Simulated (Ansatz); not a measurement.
# Is Ti-Re-Re-Ti stack of (100) layers a stable metal?

Question: is the lattice of Ti-Re-Re-Ti stack of (100) layers stable, and if so, what are its coupling constant and resistivity?

Main program and level: Ansatz 0.2.0; DFT PBEsol, scalar-relativistic, plane waves, PAW; PAW set soft_1.

**1. Starting point**

The cell holds 4 atoms: 2 Ti and 2 Re. Its edges and angles: a = 2.750 Å, b = 2.750 Å, c = 16.833 Å, α = 90.0°, β = 90.0°, γ = 90.0°. Vacuum lies along c.

Coordinates:

```cif
data_structure
_symmetry_space_group_name_H-M 'P 1'
_symmetry_Int_Tables_number 1
_cell_length_a 2.7498
_cell_length_b 2.7498
_cell_length_c 16.8333
_cell_angle_alpha 90.000
_cell_angle_beta 90.000
_cell_angle_gamma 90.000
_cell_volume 127.29
loop_
_atom_site_label
_atom_site_type_symbol
_atom_site_fract_x
_atom_site_fract_y
_atom_site_fract_z
_atom_site_occupancy
Ti1 Ti 0.00000 0.00000 0.32673 1
Re2 Re 0.50000 0.50000 0.44224 1
Re3 Re 0.00000 0.00000 0.55776 1
Ti4 Ti 0.50000 0.50000 0.67327 1
```

**2. Rough relaxation**

The start is far from rest, so a relaxation with loose thresholds does the first part.

Input file input.yaml:

```yaml
crystal:
  lattice:
    - [2.74983, 0.0, 0.0]
    - [0.0, 2.74983, 0.0]
    - [0.0, 0.0, 16.83326]
  atoms:
    - { symbol: Ti, position: [0.0, 0.0, 0.32673408] }
    - { symbol: Re, position: [0.5, 0.5, 0.44224469] }
    - { symbol: Re, position: [0.0, 0.0, 0.55775531] }
    - { symbol: Ti, position: [0.5, 0.5, 0.67326592] }
  periodic: [true, true, false]
kpoints:
  mp_grid: { grid: [8, 8, 1] }
hamiltonian:
  xc: pbesol
  pseudopotentials: { kind: paw, azcp: { folder: soft_1 }, xc_functional: pbe }
scf:
  occupations: { method: gaussian, width: 0.1 }
output:
  forces: true
  stress: true
  eigenvalues: true
relax:
  adjacent_minimum: "off"
  f_tol: 0.05
  max_steps: 80
  cell: { stress_2d_tol: 0.02 }
```

Launch:

```
$ ansatz run input.yaml --threads 4 --pin off --max-ram 12288MiB --backend cpu --events-out ev --progress --plain --runs-dir out
```

Numbers of over 12 decimals in the logs are rounded to 6 here.

What it wrote:

```text
Warning: crystal.periodic: the lattice vector that does not repeat stood 0.000° off the slab's normal, 16.833 Å along it as the deck builds it. The run solves the slab on a vector along the normal, 35.467 Å long, with every atom where it was (on the deck's vector they left 11.00 Å outside them, and the widest stretch free of ions among them is 1.94 Å). A fractional position that the run reports is one of the run's ce [...]
The last accepted step is kept in <dir> (removed where the run ends without a failure and the disk answers)
crystal.periodic: the lattice vector that does not repeat stood 0.000° off the slab's normal, 16.833 Å along it as the deck builds it. The run solves the slab on a vector along the normal, 35.467 Å long, with every atom where it was (on the deck's vector they left 11.00 Å outside them, and the widest stretch free of ions among them is 1.94 Å). A fractional position that the run reports is one of the run's cell, which [...]
Engine: ansatz 0.2.0, aarch64-unknown-linux-gnu
Pseudopotentials: kind: paw
Pseudopotential: Ti, paw, valence charge 12, recommended cutoff 420 eV (normal), soft_1/Ti.paw.azcp
Pseudopotential: Re, paw, valence charge 15, recommended cutoff 420 eV (normal), soft_1/Re.paw.azcp
Functional definition: PBEsol
  exchange = pbesol_x
  correlation = pbesol_c
Crystal: 4 atoms, lattice volume = 268.182 Å³
Basis set: ecut = 420 eV, 5331 PW (Γ), exchange–correlation on 40×40×480 points (8 copies of the dense FFT grid, shifted against one another)
Bands: 33, of which v1, the nominal top of the filled ones, is band 27 counted from 1 (26 counted from 0)
Symmetry: 16 space group operations
Space group: P4/nmm (ITA 129), of the structure as read, at distance tolerance 6.4e-5 Å
k-points: 15 of 64
Non-local potential: Ti, projectors of the file, l = 0: 3, l = 1: 2, l = 2: 3, l = 3: 1
Non-local potential: Re, projectors of the file, l = 0: 3, l = 1: 2, l = 2: 2, l = 3: 1
PAW form: soft (Blöchl's): semilocal exchange-correlation on the pseudo side does not see the compensation charge
PAW frozen core: Ti, regenerated for the run's functional, and the local potential with it (the file was generated under x = pbe(κ = 0.804, μ = 0.219515), c = pbe(β = 0.066725))
PAW frozen core: Re, regenerated for the run's functional, and the local potential with it (the file was generated under x = pbe(κ = 0.804, μ = 0.219515), c = pbe(β = 0.066725))
PAW one-centre angular grid: Ti, 590 points (default); XC on 64 Gauss nodes
PAW one-centre angular grid: Re, 590 points (default); XC on 64 Gauss nodes
Initial density: superposition of atomic densities (neutral atoms: chi_scale 0, normalization atom)
Initial wavefunctions: pseudopotential atomic-orbital guess
Functional: x = pbesol(κ = 0.804, μ = 0.123457), c = pbesol(β = 0.046)
SCF iter   1: F=—  HF=-26425.765271 eV  |F-HF|=—  |Δ(HF+E_count)|=         —  Δρ=3.52e-2  dr2=2.41e1  ethr=3.10e-3  ⟨swp⟩=12.7  Hψ=3656  notcnv=0
preconditioner: auto → LDOS  [metal: Δε(μ)=0.042 eV  Ē_g=4.521 eV  σ=0.100 eV  W_gap=0.23  n_scr=22 (ndim 8)  ℏωp=10.6 eV  f_vac=0.701  D(μ)=8.35/eV (n_scr^D=54)  β→1.0]
SCF iter   2: F=—  HF=-26422.842727 eV  |F-HF|=—  |Δ(HF+E_count)|=    2.92e0  Δρ=2.86e-2  dr2=3.93e0  ethr=3.10e-3  ⟨swp⟩=5.2  Hψ=1525  notcnv=0  defer=8
SCF iter   3: F=—  HF=-26422.724675 eV  |F-HF|=—  |Δ(HF+E_count)|=   1.18e-1  Δρ=7.07e-3  dr2=3.95e-1  ethr=3.10e-3  ⟨swp⟩=4.8  Hψ=1470  notcnv=0  defer=8
SCF iter   4: F=—  HF=-26422.653790 eV  |F-HF|=—  |Δ(HF+E_count)|=   7.09e-2  Δρ=2.32e-3  dr2=2.28e-2  ethr=7.32e-4  ⟨swp⟩=3.6  Hψ=1107  notcnv=0  defer=8
SCF iter   5: F=—  HF=-26422.655293 eV  |F-HF|=—  |Δ(HF+E_count)|=   1.50e-3  Δρ=9.03e-4  dr2=2.66e-3  ethr=4.23e-5  ⟨swp⟩=3.5  Hψ=1012  notcnv=0  defer=8
SCF iter   6: F=—  HF=-26422.655725 eV  |F-HF|=—  |Δ(HF+E_count)|=   4.31e-4  Δρ=2.95e-4  dr2=4.37e-4  ethr=4.93e-6  ⟨swp⟩=3.8  Hψ=998  notcnv=0  defer=8
SCF iter   7: F=—  HF=-26422.655716 eV  |F-HF|=—  |Δ(HF+E_count)|=   9.03e-6  Δρ=1.07e-4  dr2=5.03e-5  ethr=8.09e-7  ⟨swp⟩=3.9  Hψ=1080  notcnv=0  defer=8
SCF iter   8: F=—  HF=-26422.655590 eV  |F-HF|=—  |Δ(HF+E_count)|=   1.26e-4  Δρ=4.22e-5  dr2=6.28e-6  ethr=9.31e-8  ⟨swp⟩=3.5  Hψ=992  notcnv=0  defer=8
SCF iter   9: F=—  HF=-26422.655593 eV  |F-HF|=—  |Δ(HF+E_count)|=   3.19e-6  Δρ=1.30e-5  dr2=3.60e-7  ethr=1.16e-8  ⟨swp⟩=3.7  Hψ=996  notcnv=0  defer=8
SCF iter  10: F=—  HF=-26422.655593 eV  |F-HF|=—  |Δ(HF+E_count)|=   2.93e-7  Δρ=5.16e-6  dr2=1.08e-7  ethr=1.85e-10  ⟨swp⟩=17.8  Hψ=3745  notcnv=0
SCF iter  11: F=-26422.655594 eV  HF=-26422.655594 eV  |F-HF|=5.01e-8  |Δ(HF+E_count)|=   2.57e-7  Δρ=1.41e-6  dr2=5.22e-9  ethr=1.85e-10  ⟨swp⟩=5.5  Hψ=1672  notcnv=0
SCF 1 converged in 11 iterations: F = -26422.655594 eV  dr2 = 5.22e-9
  greatest PAW one-centre occupation: 0.999 electrons in one spin orbital (limit 2), on the Re atom at site 2 (counted from 0), in its partial waves of l = 0
relax step   1: F+E_penalty+E_count = -26422.65559377 eV  Δ(F+E_penalty+E_count) = +0.000e0 eV  max|allowed force component| = 9.695e-1 eV/Å  Δτ_max = 0.0000 Å  P = -1.613 N/m  Ω = 268.182 Å³  fix = [c, alpha, beta]  reactions: c +0.000 N/m  (11 SCF iters, dr2 threshold 1.00e-7 eV, accepted)
Crystal: 4 atoms, lattice volume = 269.674 Å³
Basis set: ecut = 420 eV, 5371 PW (Γ), exchange–correlation on 40×40×480 points (8 copies of the dense FFT grid, shifted against one another)
Initial density: handed on by an earlier stage of this run
Initial wavefunctions: those handed on with the density
SCF iter   1: F=—  HF=-26423.028188 eV  |F-HF|=—  |Δ(HF+E_count)|=         —  Δρ=2.12e-2  dr2=8.47e0  ethr=3.10e-3  ⟨swp⟩=17.9  Hψ=3178  notcnv=0
preconditioner: auto → LDOS  [metal: Δε(μ)=0.036 eV  Ē_g=4.441 eV  σ=0.100 eV  W_gap=0.20  n_scr=22 (ndim 8)  ℏωp=10.6 eV  f_vac=0.722  D(μ)=7.60/eV (n_scr^D=24)  β→1.0]
SCF iter   2: F=—  HF=-26422.579647 eV  |F-HF|=—  |Δ(HF+E_count)|=   4.49e-1  Δρ=6.71e-3  dr2=2.16e-1  ethr=3.10e-3  ⟨swp⟩=3.7  Hψ=957  notcnv=0  defer=10
SCF iter   3: F=—  HF=-26422.580035 eV  |F-HF|=—  |Δ(HF+E_count)|=   3.88e-4  Δρ=3.71e-3  dr2=1.28e-1  ethr=4.00e-4  ⟨swp⟩=3.9  Hψ=1228  notcnv=0  defer=11
SCF iter   4: F=—  HF=-26422.566604 eV  |F-HF|=—  |Δ(HF+E_count)|=   1.34e-2  Δρ=1.03e-3  dr2=6.73e-3  ethr=2.36e-4  ⟨swp⟩=3.1  Hψ=819  notcnv=0  defer=11
SCF iter   5: F=—  HF=-26422.566769 eV  |F-HF|=—  |Δ(HF+E_count)|=   1.65e-4  Δρ=4.37e-4  dr2=1.16e-3  ethr=1.25e-5  ⟨swp⟩=3.7  Hψ=990  notcnv=0  defer=11
SCF iter   6: F=—  HF=-26422.566901 eV  |F-HF|=—  |Δ(HF+E_count)|=   1.33e-4  Δρ=2.62e-4  dr2=4.04e-4  ethr=2.15e-6  ⟨swp⟩=4.1  Hψ=1100  notcnv=0  defer=11
[...]
SCF iter  11: F=—  HF=-26422.765296 eV  |F-HF|=—  |Δ(HF+E_count)|=   6.77e-9  Δρ=3.13e-7  dr2=3.37e-10  ethr=5.20e-12  ⟨swp⟩=3.9  Hψ=1017  notcnv=0  defer=9
SCF iter  12: F=—  HF=-26422.765296 eV  |F-HF|=—  |Δ(HF+E_count)|=   1.78e-9  Δρ=6.25e-8  dr2=1.90e-11  ethr=1.00e-12  ⟨swp⟩=3.9  Hψ=990  notcnv=0  defer=9
SCF iter  13: F=-26422.765296 eV  HF=-26422.765296 eV  |F-HF|=1.31e-10  |Δ(HF+E_count)|=  2.73e-10  Δρ=1.55e-8  dr2=8.12e-13  ethr=1.00e-12  ⟨swp⟩=19.8  Hψ=3785  notcnv=0
the search or the solves at the SCF's close seem to have found levels that the self-consistency loop had missed (the run counts 2). By its estimate they hold under 1e-12 electrons; where the run keeps them, the occupations were computed again with them
SCF 3 converged in 13 iterations: F = -26422.765296 eV  dr2 = 8.12e-13
relax step   3: F+E_penalty+E_count = -26422.76529552 eV  Δ(F+E_penalty+E_count) = -1.097e-1 eV  max|allowed force component| = 1.604e-1 eV/Å  Δτ_max = 0.0950 Å  P = +0.978 N/m  Ω = 272.260 Å³  energy of the carried Pulay correction = -3.309e-4 eV  fix = [c, alpha, beta]  reactions: c +0.000 N/m  (13 SCF iters, accepted)
[...]
relax step   4: F+E_penalty+E_count = -26422.79152347 eV  Δ(F+E_penalty+E_count) = -2.623e-2 eV  max|allowed force component| = 1.640e-1 eV/Å  Δτ_max = 0.0822 Å  P = +1.544 N/m  Ω = 278.923 Å³  energy of the carried Pulay correction = -8.608e-4 eV  fix = [c, alpha, beta]  reactions: c +0.000 N/m  (10 SCF iters, dr2 threshold 4.00e-7 eV, accepted)
[...]
relax step   5: F+E_penalty+E_count = -26422.83743745 eV  Δ(F+E_penalty+E_count) = -4.591e-2 eV  max|allowed force component| = 8.920e-2 eV/Å  Δτ_max = 0.1291 Å  P = +0.758 N/m  Ω = 291.456 Å³  energy of the carried Pulay correction = -1.824e-3 eV  fix = [c, alpha, beta]  reactions: c +0.000 N/m  (11 SCF iters, dr2 threshold 4.00e-7 eV, accepted)
[...]
relax step   6: F+E_penalty+E_count = -26422.83773968 eV  Δ(F+E_penalty+E_count) = -3.022e-4 eV  max|allowed force component| = 7.101e-2 eV/Å  Δτ_max = 0.0112 Å  P = -0.540 N/m  Ω = 292.615 Å³  energy of the carried Pulay correction = -1.910e-3 eV  fix = [c, alpha, beta]  reactions: c +0.000 N/m  (6 SCF iters, dr2 threshold 4.00e-7 eV, accepted)
[...]
relax step   7: F+E_penalty+E_count = -26422.83840988 eV  Δ(F+E_penalty+E_count) = -6.702e-4 eV  max|allowed force component| = 1.442e-3 eV/Å  Δτ_max = 0.0051 Å  P = -0.006 N/m  Ω = 292.143 Å³  energy of the carried Pulay correction = -1.875e-3 eV  fix = [c, alpha, beta]  reactions: c +0.000 N/m  (5 SCF iters, dr2 threshold 3.15e-7 eV, accepted)
Initial wavefunctions: pseudopotential atomic-orbital guess (no wavefunctions were taken with the density)
iter 1 solved again at ethr=3.58e-7 eV; its pass at ethr=3.10e-3 eV (dr2=1.93e-4 eV) is discarded
SCF iter   1: F=—  HF=-26422.839676 eV  |F-HF|=—  |Δ(HF+E_count)|=         —  Δρ=1.11e-4  dr2=3.56e-6  ethr=3.58e-7  ⟨swp⟩=7.0  Hψ=5749  notcnv=0
preconditioner: auto → LDOS  [metal: Δε(μ)=0.035 eV  Ē_g=3.912 eV  σ=0.100 eV  W_gap=0.20  n_scr=22 (ndim 8)  ℏωp=10.2 eV  f_vac=0.721  D(μ)=6.57/eV (n_scr^D=22)  β→1.0]
SCF iter   2: F=—  HF=-26422.840556 eV  |F-HF|=—  |Δ(HF+E_count)|=   8.80e-4  Δρ=1.47e-5  dr2=5.32e-7  ethr=6.59e-9  ⟨swp⟩=4.7  Hψ=1231  notcnv=0
SCF iter   3: F=—  HF=-26422.840555 eV  |F-HF|=—  |Δ(HF+E_count)|=   1.02e-6  Δρ=5.62e-6  dr2=1.52e-7  ethr=9.84e-10  ⟨swp⟩=3.9  Hψ=1249  notcnv=0
SCF iter   4: F=—  HF=-26422.840555 eV  |F-HF|=—  |Δ(HF+E_count)|=   7.90e-7  Δρ=2.42e-6  dr2=2.91e-8  ethr=2.81e-10  ⟨swp⟩=3.8  Hψ=1138  notcnv=0
SCF iter   5: F=—  HF=-26422.840556 eV  |F-HF|=—  |Δ(HF+E_count)|=   2.08e-7  Δρ=1.44e-6  dr2=6.83e-9  ethr=5.38e-11  ⟨swp⟩=3.3  Hψ=1010  notcnv=0
SCF iter   6: F=—  HF=-26422.840556 eV  |F-HF|=—  |Δ(HF+E_count)|=   9.91e-8  Δρ=4.02e-7  dr2=5.42e-10  ethr=1.26e-11  ⟨swp⟩=3.5  Hψ=1015  notcnv=0
SCF iter   7: F=—  HF=-26422.840556 eV  |F-HF|=—  |Δ(HF+E_count)|=   2.06e-9  Δρ=2.04e-7  dr2=1.38e-10  ethr=1.00e-12  ⟨swp⟩=3.7  Hψ=1137  notcnv=0
SCF iter   8: F=—  HF=-26422.840556 eV  |F-HF|=—  |Δ(HF+E_count)|=  5.42e-10  Δρ=5.70e-8  dr2=1.30e-11  ethr=1.00e-12  ⟨swp⟩=2.2  Hψ=639  notcnv=0
SCF iter   9: F=—  HF=-26422.840556 eV  |F-HF|=—  |Δ(HF+E_count)|=  1.42e-10  Δρ=2.84e-8  dr2=4.84e-12  ethr=1.00e-12  ⟨swp⟩=16.1  Hψ=3643  notcnv=0
SCF iter  10: F=-26422.840556 eV  HF=-26422.840556 eV  |F-HF|=2.29e-10  |Δ(HF+E_count)|=  2.15e-10  Δρ=1.28e-8  dr2=5.35e-13  ethr=1.00e-12  ⟨swp⟩=8.6  Hψ=2413  notcnv=0
SCF 8 converged in 10 iterations: F = -26422.840556 eV  dr2 = 5.35e-13
relax step   8: F+E_penalty+E_count = -26422.84055573 eV  Δ(F+E_penalty+E_count) = -2.146e-3 eV  max|allowed force component| = 1.927e-3 eV/Å  Δτ_max = 0.0000 Å  P = +0.004 N/m  Ω = 292.143 Å³  fix = [c, alpha, beta]  reactions: c +0.000 N/m  stress off target by 3.80e-3 N/m on what of the cell is left free  SCF on the basis re-selected at this cell (its energy is not comparable with the rows above)  (10 SCF iters)
basis re-selected at this cell: Δ(F+E_penalty+E_count) = -2.146e-3 eV, ΔP = +0.009 N/m vs the last step (what re-selecting the basis moved, of the pressure what is left beyond the Pulay correction that the steps carried, after the strain that the cell walked since its last selection, with what the two solves' SCF thresholds leave and, on support functions, any second-order correction that the steps lacked; it is no m [...]
SCF converged after 10 iterations
Free energy (F): -26422.840556 eV
Harris-Foulkes:  -26422.840556 eV  (|F-HF|=2.29e-10)
Internal energy: -26422.807701 eV  (E = F + TS)
E sigma→0 (E₀):  -26422.824129 eV
Entropy (-TS):   -0.032854 eV (-8.214 meV/atom)
Fermi energy:    -4.556144 eV
--- Per-component energies (eV) ---
  E_band       = -1757.461406
  E_kinetic    = 1610.026156
  E_local      = -217097.624082  (includes V_loc(G=0)·N_el)
  E_nonlocal   = 290.627817
  E_hartree    = 107482.070959
  E_xc         = -937.880766
  E_vxc        = -868.479632  (∫ρ·V_xc dr)
  E_paw        = -19187.560759  (= ΣΔE_a)
  E_vpaw       = -656.153535  (= ΣTr[D̂ρ^β])
  E_aug_tail   = -0.000042  (compensation charges beyond the density's cutoff)
  E_ewald      = 101416.787593
  E_core_change = 0.745422  (= ΣΔE_core)
  E_smearing   = -0.032854  (= −TS)
  E_closure    = -0.000000  (closes the sum)
  Σ components = -26422.840556   (vs F -26422.840556, Δ=0.00e0)
--- Forces (eV/Å), atoms counted from 1 ---
  atom   1  Ti     0.00000000     0.00000000    -0.00004956
  atom   2  Re    -0.00000000     0.00000000     0.00192688
  atom   3  Re    -0.00000000     0.00000000    -0.00192688
  atom   4  Ti     0.00000000     0.00000000     0.00004956
  max |Σ_I F_I| component: 5.38e-25 eV/Å
--- 2D stress c σ (N/m, compression-positive) ---
        0.003802      -0.000000       0.000000
       -0.000000       0.003802       0.000000
        0.000000       0.000000       0.000000
  P = ½ c Tr σ = 0.0038 N/m
--- Band table (eV; the first three rows and the last of 15) ---
  k-point 0: bands = [... 23 lower, -6.1967, -5.3771, -4.8911, -4.6541, -4.6242, -4.2440, -4.1296, -4.1296, ... 2 higher]
  k-point 1: bands = [... 23 lower, -6.2056, -5.1638, -5.0228, -4.9824, -4.6586, -4.5417, -3.9052, -3.5194, ... 2 higher]
  k-point 2: bands = [... 23 lower, -6.3335, -6.1022, -5.0318, -4.9267, -4.7358, -4.3672, -4.0497, -4.0067, ... 2 higher]
  k-point 14: bands = [... 23 lower, -6.8848, -4.8084, -4.8084, -2.5369, -2.5369, -2.4202, -2.4202, -1.6041, ... 2 higher]
--- Relaxed structure (7 steps of the walk, 6 accepted, 1 SCFs on fresh bases) ---
  F+E_penalty+E_count = -26422.84055573 eV   max|allowed force component| = 1.927e-3 eV/Å   (the final SCF, on the basis selected at the relaxed cell)
  cell:  # Å, volume = 292.1425 Å³
    - [2.870041, 0, 0.0]
    - [0, 2.870041, 0.0]
    - [0.0, 0.0, 35.466521]
  atoms:
    - { symbol: Ti, position: [0, 0, 0.163538] }
    - { symbol: Re, position: [0.500000, 0.500000, 0.213529] }
    - { symbol: Re, position: [0, 0, 0.261095] }
    - { symbol: Ti, position: [0.500000, 0.500000, 0.311086] }
```

Wall time 28 s (4 threads of Arm Neoverse V1, shared host); peak memory 0.7 GiB.

Relaxation path:

| step | energy less that of the first step (eV) | largest force component (eV/Å) | volume (Å³) |
| --- | --- | --- | --- |
| 1 | 0.0000 | 0.9695 | 268.18 |
| 2 | 0.0889 | 2.1287 | 269.67 |
| 3 | -0.1097 | 0.1604 | 272.26 |
| 4 | -0.1359 | 0.1640 | 278.92 |
| 5 | -0.1818 | 0.0892 | 291.46 |
| 6 | -0.1821 | 0.0710 | 292.61 |
| 7 | -0.1828 | 0.0014 | 292.14 |
| 8* | -0.1850 | 0.0019 | 292.14 |

Relaxation steps marked * repeat the geometry before them on a plane-wave basis chosen anew for their cell, so energy and pressure can jump there. Relaxation step 2 was tried and not accepted.

The run keeps the 16 symmetry operations that it works with, so distortions that break them were not tested.

```csv
cell as run,before,after,change
a (Å),2.750,2.870,+4.4 %
b (Å),2.750,2.870,+4.4 %
```

The atoms that moved most (Å, along periodic axes as changes of fractional coordinates times the final cell, across vacuum about the mean position):

```csv
atom,dx,dy,dz,length
Ti1,0.000,0.000,0.300,0.300
Ti4,0.000,0.000,-0.300,0.300
Re3,0.000,0.000,-0.129,0.129
Re2,0.000,0.000,0.129,0.129
```

The relaxed structure:

```xyz
4
Lattice="2.8700 0.0000 0.0000 0.0000 2.8700 0.0000 0.0000 0.0000 35.4665" Properties=species:S:1:pos:R:3
Ti    0.0000    0.0000    5.8001
Re    1.4350    1.4350    7.5731
Re    0.0000    0.0000    9.2601
Ti    1.4350    1.4350   11.0331
```

This step gave:

```yaml
metallic_on_mesh: yes
gap_on_the_k_mesh: 0 eV
```

The relaxation ends with a largest force component of 0.0019 eV/Å.

**3. Relaxing cell and atoms**

Lattice constant and positions set the bands and the force constants, so the cell is relaxed first.

input.yaml, the sections that differ from step 2:

```yaml
crystal:
  lattice:
    - [2.8700408521, 0.0, 0.0]
    - [0.0, 2.8700408521, 0.0]
    - [0.0, 0.0, 35.466521122]
  atoms:
    - { symbol: Ti, position: [0.0, 0.0, 0.1635378973] }
    - { symbol: Re, position: [0.5, 0.5, 0.2135286725] }
    - { symbol: Re, position: [0.0, 0.0, 0.2610952677] }
    - { symbol: Ti, position: [0.5, 0.5, 0.3110860429] }
  periodic: [true, true, false]
kpoints:
  mp_grid: { grid: [10, 10, 1] }
relax:
  adjacent_minimum: "off"
  f_tol: 0.005
  max_steps: 80
  cell: { stress_2d_tol: 0.02 }
# hamiltonian, scf, output: as in step 2
```

What it wrote:

```text
[the first part of the log is left out]
  E_aug_tail   = -0.000042  (compensation charges beyond the density's cutoff)
  E_ewald      = 100845.673815
  E_core_change = 0.745422  (= ΣΔE_core)
  E_smearing   = -0.031091  (= −TS)
  E_closure    = 0.000000  (closes the sum)
  Σ components = -26422.837079   (vs F -26422.837079, Δ=0.00e0)
--- Forces (eV/Å), atoms counted from 1 ---
  atom   1  Ti     0.00000000     0.00000000    -0.00000072
  atom   2  Re     0.00000000     0.00000000     0.00060306
[...]
0.000000       0.000000       0.000000
  P = ½ c Tr σ = 0.0005 N/m
--- Band table (eV; the first three rows and the last of 21) ---
[...]
--- Relaxed structure (5 steps of the walk, 4 accepted, 1 SCFs on fresh bases) ---
[...]
cell:  # Å, volume = 294.4764 Å³
    - [2.881482, 0, 0.0]
    - [0, 2.881482, 0.0]
    - [0.0, 0.0, 35.466521122]
  atoms:
    - { symbol: Ti, position: [0, 0, 0.164181] }
    - { symbol: Re, position: [0.500000, 0.500000, 0.213648] }
    - { symbol: Re, position: [0, 0, 0.260976] }
    - { symbol: Ti, position: [0.500000, 0.500000, 0.310442] }
```

Run time: 27 s. Hardware: 4 threads; peak memory 0.72 GiB; 1.7 min of CPU time.

Relaxation path:

```
step  energy less that of the first step (eV)  largest force component (eV/Å)  volume (Å³)
   1                                   0.0000                          0.0632       292.14
   2                                  -0.0016                          0.0270       294.20
   3                                  -0.0016                          0.0367       294.80
   4                                  -0.0017                          0.0050       294.45
   5                                  -0.0017                          0.0006       294.48
   6                                  -0.0019                          0.0006       294.48
```

The log counts 1 steps on a newly chosen plane-wave basis, not all of them marked here; energy and pressure can jump at such steps. Relaxation step 3 was tried and not accepted.

```csv
cell as run,before,after,change
a (Å),2.870,2.881,+0.4 %
b (Å),2.870,2.881,+0.4 %
```

The atoms that moved most (Å, along periodic axes as changes of fractional coordinates times the final cell, across vacuum about the mean position):

```
atom     dx     dy      dz  length
 Ti1  0.000  0.000   0.023   0.023
 Ti4  0.000  0.000  -0.023   0.023
```

Final coordinates:

```xyz
4
Lattice="2.8815 0.0000 0.0000 0.0000 2.8815 0.0000 0.0000 0.0000 35.4665" Properties=species:S:1:pos:R:3
Ti    0.0000    0.0000    5.8229
Re    1.4407    1.4407    7.5773
Re    0.0000    0.0000    9.2559
Ti    1.4407    1.4407   11.0103
```

The relaxation ends with a largest force component of 6.0e-4 eV/Å.

[end of part 1 of 2]

[Logs are printed without paths, hosts, clocks, repeated set-up lines and the standing remarks that a program may print on its own settings, such as how far it seeks lower states.]

[Hosts, paths, dates, database ids (printed as entryN), source tags and the programs' standing remarks are cut or masked in the printed files.]
